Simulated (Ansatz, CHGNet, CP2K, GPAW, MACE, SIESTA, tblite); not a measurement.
**tblite on twisted Ti2CO2 MXene bilayer, 21.79° (70 atoms): settings against a plane-wave reference**

Aim: run twisted Ti2CO2 MXene bilayer, 21.79° (70 atoms) in tblite and see how near its forces come to a plane-wave reference, and at what cost.

Main program and level: tblite 0.8.0; the method is named at each step.

## Step 1: Set-up

The cell holds 70 atoms: 14 C, 28 Ti and 28 O. Its edges and angles: a = 8.017 Å, b = 8.017 Å, c = 25.740 Å, α = 90.0°, β = 90.0°, γ = 120.0°. It derives from Ti2CO2 (Ti2CO2 MXene). Ti2CO2 MXene (a = 3.03 Å) under Ti2CO2 MXene (a = 3.03 Å), bilayer, commensurate cell of 7 unit cells a layer, twist 21.79 deg; facing planes 2.86 Å apart; 14 Å of vacuum; layers as built, displaced by a Gaussian of 0.01 Å. Then every atom was moved at random, 0.05 Å r.m.s. a Cartesian component. Regions: layer 1, 35 atoms (7 C, 14 Ti and 14 O); layer 2, 35 atoms (7 C, 14 Ti and 14 O). Vacuum lies along c.

The yardstick, on the same geometry:

| Item | Value |
| --- | --- |
| method | Kohn-Sham DFT, PBE, PAW, plane waves (Ansatz 0.2.0); cutoff 420 eV, Γ point, fermi-dirac smearing of 0.05 eV; PAW set soft_2 |
| r.m.s. force component | 0.7727 eV/Å |
| longest force | 2.434 eV/Å |
| spacing of highest filled and lowest empty level | 0.3171 eV |
| SCF cycles | 12 |
| time | 18 s on 4 threads of Arm Neoverse V2, shared host |
| CPU time | 67 s |

## Step 2: GFN1-xTB

Method: GFN1-xTB tight binding, diagonalisation.

The input, run.py:

```python
import numpy as np
from ase.io import read
from tblite.ase import TBLite

atoms = read("structure.xyz")
atoms.calc = TBLite(method="GFN1-xTB", electronic_temperature=580, accuracy=1.0, max_iterations=250, mixer_damping=0.1, verbosity=1)
energy = atoms.get_potential_energy()
forces = atoms.get_forces()
print(f"energy {energy:.6f} eV")
print("forces (eV/A)")
for i, (a, f) in enumerate(zip(atoms, forces)):
    print(f"{i:4d} {a.symbol:2s} {f[0]:10.5f} {f[1]:10.5f} {f[2]:10.5f}")
print("charges (e)")
print(np.array2string(atoms.get_charges(), precision=4, suppress_small=True, max_line_width=110, threshold=100000))
```

The input, structure.xyz:

```xyz
70
Lattice="8.01660 0.00000 0.00000 -4.00830 6.94258 0.00000 0.00000 0.00000 25.74000" Properties=species:S:1:pos:R:3 pbc="T T T"
C -0.00265 0.04804 9.21080
Ti 0.57523 1.59617 10.49986
Ti 1.76385 0.41315 7.94877
O 1.68790 0.31519 11.43551
O 0.63808 1.70850 6.98249
C -0.56830 2.89936 9.18120
Ti 0.00461 4.60578 10.57270
Ti 1.15327 3.36937 7.87052
O 1.11242 3.33445 11.45250
O -0.00028 4.57315 7.01235
C -1.12786 5.95771 9.25662
Ti 3.39816 0.57818 10.47644
Ti 0.54818 6.30470 7.95958
O 0.56341 6.29359 11.49497
O 3.40946 0.68815 6.93461
C 2.26064 1.99842 9.12174
Ti 2.85579 3.66311 10.46743
Ti 3.98028 2.24877 7.80643
O 4.03516 2.36145 11.37476
O 2.88217 3.60493 6.92535
C 1.69323 5.02428 9.21080
Ti 2.33932 6.61850 10.42161
Ti 3.46245 5.30427 7.91608
O 3.39872 5.24554 11.53255
O 2.33051 6.60323 6.90064
C 5.06749 0.98064 9.27181
Ti 5.84587 2.65332 10.40745
Ti 6.87965 1.37428 7.95829
O 6.84798 1.35859 11.43731
O 5.73263 2.61492 6.98970
C 4.52164 4.00552 9.14002
Ti -2.87920 5.64161 10.56962
Ti -1.72926 4.31384 7.93744
O -1.69587 4.20602 11.44735
O -2.88361 5.68549 7.03629
C -1.21163 5.12612 16.46227
Ti 0.15805 6.45861 17.82006
Ti 0.58862 4.89556 15.22521
O 0.51803 4.81676 18.76472
O 0.08149 6.49166 14.25687
C 0.63760 0.16572 16.53049
Ti 1.69034 1.55576 17.81980
Ti -1.64108 6.90509 15.21208
O -1.67908 6.83789 18.82830
O 1.72080 1.51619 14.28827
C 1.19151 3.15707 16.53306
Ti 2.32113 4.43034 17.84091
Ti 2.85676 2.77932 15.21054
O 2.87058 2.89200 18.76703
O 2.35155 4.58328 14.34593
C 1.70088 6.06851 16.49754
Ti 7.00839 0.53673 17.81749
Ti 3.44377 5.88731 15.17399
O 3.50357 5.72499 18.70268
O 6.86137 0.55312 14.30861
C 3.52438 1.18531 16.46356
[... 10 atom lines left out ...]
Ti -0.46484 3.49302 17.85018
Ti 0.01231 1.82819 15.22367
O -0.01094 1.89428 18.69754
O -0.53286 3.58015 14.34696
```

The run is started by

```
OMP_NUM_THREADS=1 python run.py > output.txt
```

The program printed:

```text
------------------------------------------------------------
  cycle        total energy    energy error   density error
------------------------------------------------------------
      1     -164.2676071830  -1.6442257E+02   1.3044391E+00
      2     -179.7169692821  -1.5449362E+01   1.0139950E+00
      3     -143.9295299816   3.5787439E+01   1.2843208E+00
      4      14.06520707383   1.5799474E+02   1.0661444E+00
      5     -193.4728211443  -2.0753803E+02   5.1412111E-01
      6     -196.1016952279  -2.6288741E+00   4.2516444E-01
      7     -41.62165890398   1.5448004E+02   9.2888447E-01
      8     -160.6496819746  -1.1902802E+02   5.5250198E-01
      9     -179.0723027784  -1.8422621E+01   5.8590183E-01
     10     -191.9983511746  -1.2926048E+01   3.5566395E-01
     11     -196.5923148712  -4.5939637E+00   1.5325184E-01
     12     -197.8385339292  -1.2462191E+00   1.2369919E-01
     13     -196.3821359930   1.4563979E+00   1.2580433E-01
     14     -197.7760659909  -1.3939300E+00   1.6664674E-01
     15     -197.8886811886  -1.1261520E-01   1.3777286E-01
     16     -197.9643810336  -7.5699845E-02   1.0744445E-01
     17     -197.9942008837  -2.9819850E-02   9.3889366E-02
     18     -198.0182081791  -2.4007295E-02   7.6623460E-02
     19     -198.0220363522  -3.8281731E-03   6.6265801E-02
     20     -198.0542227232  -3.2186371E-02   4.4884425E-02
     21     -198.0566479163  -2.4251930E-03   3.8642949E-02
     22     -198.0837919567  -2.7144040E-02   2.2567058E-02
     23     -198.0748119820   8.9799747E-03   1.5359688E-02
     24     -198.0919425111  -1.7130529E-02   1.2012189E-02
[...]
34     -198.1229880646  -6.4269093E-06   2.2873791E-04
     35     -198.1229889401  -8.7549782E-07   1.0676677E-04
     36     -198.1229888637   7.6443172E-08   2.0953178E-04
     37     -198.1229894077  -5.4402491E-07   1.0902315E-04
     38     -198.1229893603   4.7401215E-08   8.0724719E-05
     39     -198.1229895162  -1.5593335E-07   5.2928727E-05
     40     -198.1229895548  -3.8510848E-08   3.4310533E-05
     41     -198.1229895981  -4.3384858E-08   1.3042071E-05
------------------------------------------------------------
 total:                                   3.075 sec
energy -5391.201150 eV
forces (eV/A)
   0 C    -0.15200   -0.36892    0.36425
   1 Ti    0.32990    0.29525    0.81541
   2 Ti   -0.33447   -0.06670   -0.96661
   3 O    -0.17161    0.01054   -0.87631
   4 O    -0.33324   -0.24719    1.03731
   5 C    -0.01171    0.75088    0.17865
   6 Ti    0.62044    0.13968    1.32643
   7 Ti    0.09066   -0.09803   -0.85606
   8 O    -0.22599    0.07382   -1.31896
   9 O    -0.15682    0.10110    0.88506
  10 C    -0.47338   -0.37961   -0.36665
  11 Ti    0.88646    0.57815    1.29647
  12 Ti    0.86403   -0.02440   -0.45725
  13 O    -0.43803   -0.23364   -1.42670
  14 O     0.06810   -0.02406    1.15330
  15 C    -0.03927    0.03014    0.95931
  16 Ti    0.98401   -0.49647    1.10954
  17 Ti    0.21157    0.63901   -0.44681
  18 O    -0.67412    0.03775   -1.23033
  19 O    -0.16919    0.07462    1.22715
  20 C    -0.18725   -0.27345   -0.03484
  21 Ti   -0.36028   -0.16897    1.06406
  22 Ti    0.19805    0.25521   -1.12579
  23 O     0.30498    0.24525   -1.62863
[...]
62 Ti    0.10346    0.47895   -0.36575
  63 O    -0.22955   -0.31933   -1.00556
  64 O    -0.20458   -0.14584    0.37757
  65 C    -0.53973   -0.54120   -0.05115
  66 Ti   -0.21945    0.34221   -0.20610
  67 Ti   -0.21173    0.44152   -0.46221
  68 O     0.16318   -0.32240   -0.35747
  69 O    -0.06363   -0.35681    0.58975
charges (e)
[-0.4107  0.6482  0.6465 -0.4503 -0.4517 -0.422   0.6961  0.6962 -0.4553 -0.4569 -0.4305  0.6434  0.6261
 -0.4477 -0.4446 -0.4225  0.6717  0.706  -0.4686 -0.4533 -0.4284  0.5979  0.6705 -0.4485 -0.4658 -0.3958
  0.6332  0.645  -0.45   -0.4589 -0.4242  0.6763  0.6726 -0.4531 -0.4585 -0.3905  0.6383  0.6623 -0.4531
 -0.4398 -0.4     0.6327  0.6469 -0.4646 -0.446  -0.4186  0.6534  0.6591 -0.4522 -0.4564 -0.4153  0.6423
  0.6989 -0.4699 -0.4506 -0.4257  0.7004  0.6816 -0.4584 -0.4494 -0.3787  0.6795  0.6834 -0.4522 -0.4634
 -0.4107  0.6433  0.647  -0.4473 -0.4588]
```

Elapsed: 3.6 s, on 1 thread of Arm Neoverse V2, shared host; peak memory 0.13 GiB.

Banners, paths, timers and routine set-up lines are dropped from the logs unmarked, and long logs keep their key lines alone; longer cuts are marked.

Compared with the plane-wave run:

```
r.m.s. force component                  : 0.6131 eV/Å
r.m.s. difference of force components   : 610.9 meV/Å
longest difference of force vectors     : 1962 meV/Å
force difference over r.m.s. force      : 79.06 %
slope of forces against the reference's : 0.5023
correlation of force components         : 0.633
```

Length of the force difference by element (eV/Å):

| element | atoms | mean | most |
| --- | --- | --- | --- |
| C | 14 | 0.56 | 0.84 |
| O | 28 | 1.1 | 2.0 |
| Ti | 28 | 1.0 | 1.7 |

The surroundings of O25, which bears the longest force, nearest first, numbered as they follow in the input and with coordinates relative to it.

| atom | x | y | z | distance (Å) | bonds | Mulliken charge (e) | Fx | Fy | Fz (eV/Å) |
| --- | --- | --- | --- | --- | --- | --- | --- | --- | --- |
| O25 | 0.00 | 0.00 | 0.00 | 0.00 | 3 | -0.47 | -0.37 | 0.06 | 1.80 |
| Ti23 | 1.13 | -1.30 | 1.02 | 2.00 | 6 | 0.67 | 0.20 | 0.26 | -1.13 |
| Ti28 | 0.54 | 1.71 | 1.06 | 2.09 | 6 | 0.65 | 0.01 | -0.34 | -1.41 |
| Ti13 | -1.78 | -0.30 | 1.06 | 2.09 | 6 | 0.63 | 0.86 | -0.02 | -0.46 |
| C21 | -0.64 | -1.58 | 2.31 | 2.87 | 6 | -0.43 | -0.19 | -0.27 | -0.03 |
| C1 | 1.68 | 0.39 | 2.31 | 2.88 | 6 | -0.41 | -0.15 | -0.37 | 0.36 |
| O35 | 2.80 | -0.92 | 0.14 | 2.95 | 3 | -0.46 | 0.07 | -0.42 | 0.89 |
| C26 | -1.27 | 1.32 | 2.37 | 3.00 | 6 | -0.40 | 0.43 | -0.06 | -1.01 |
| O30 | -0.61 | 2.95 | 0.09 | 3.02 | 3 | -0.46 | -0.13 | -0.03 | 1.05 |
| O20 | 0.55 | -3.00 | 0.02 | 3.05 | 3 | -0.45 | -0.17 | 0.07 | 1.23 |
| O5 | 2.32 | 2.05 | 0.08 | 3.09 | 3 | -0.45 | -0.33 | -0.25 | 1.04 |
| O10 | -2.33 | -2.03 | 0.11 | 3.09 | 3 | -0.46 | -0.16 | 0.10 | 0.89 |
| O15 | -2.93 | 1.03 | 0.03 | 3.10 | 3 | -0.44 | 0.07 | -0.02 | 1.15 |

Atoms are counted from 1 here, from 0 in the log.

Forces lie 79 % from the reference's, at 0.053 times its CPU time (on 1 against 4 cores).

## Step 3: What came out

```
force difference from the reference : tblite GFN1-xTB, 79 %
its CPU time                        : 3.5 s
```

In words: Tight binding differs by 79 % (tblite GFN1-xTB); it is another model, with fitted parameters of its own, and the xTB methods hold dispersion. One electronic-structure run takes under half the reference's CPU time: tblite GFN1-xTB, at 79 % in 3.5 s against 67 s, too far off to be of use. Periodic xTB results under one method name differ between programs and library versions. The reference's PBE has no dispersion term, which matters for the binding between molecules or layers. The runs have no spin polarisation, so moments on Ti can't form, and no Hubbard term. The electronic-structure runs sample only Γ, in a cell whose shortest periodic width is 7 Å.

[Also dropped from logs without a mark: logging warnings of Python, and SIESTA's first energy breakdown and zero terms.]

[Logs are printed without paths, hosts, clocks, repeated set-up lines and the standing remarks that a program may print on its own settings, such as how far it seeks lower states.]

[Hosts, paths, dates, database ids (printed as entryN), source tags and the programs' standing remarks are cut or masked in the printed files.]
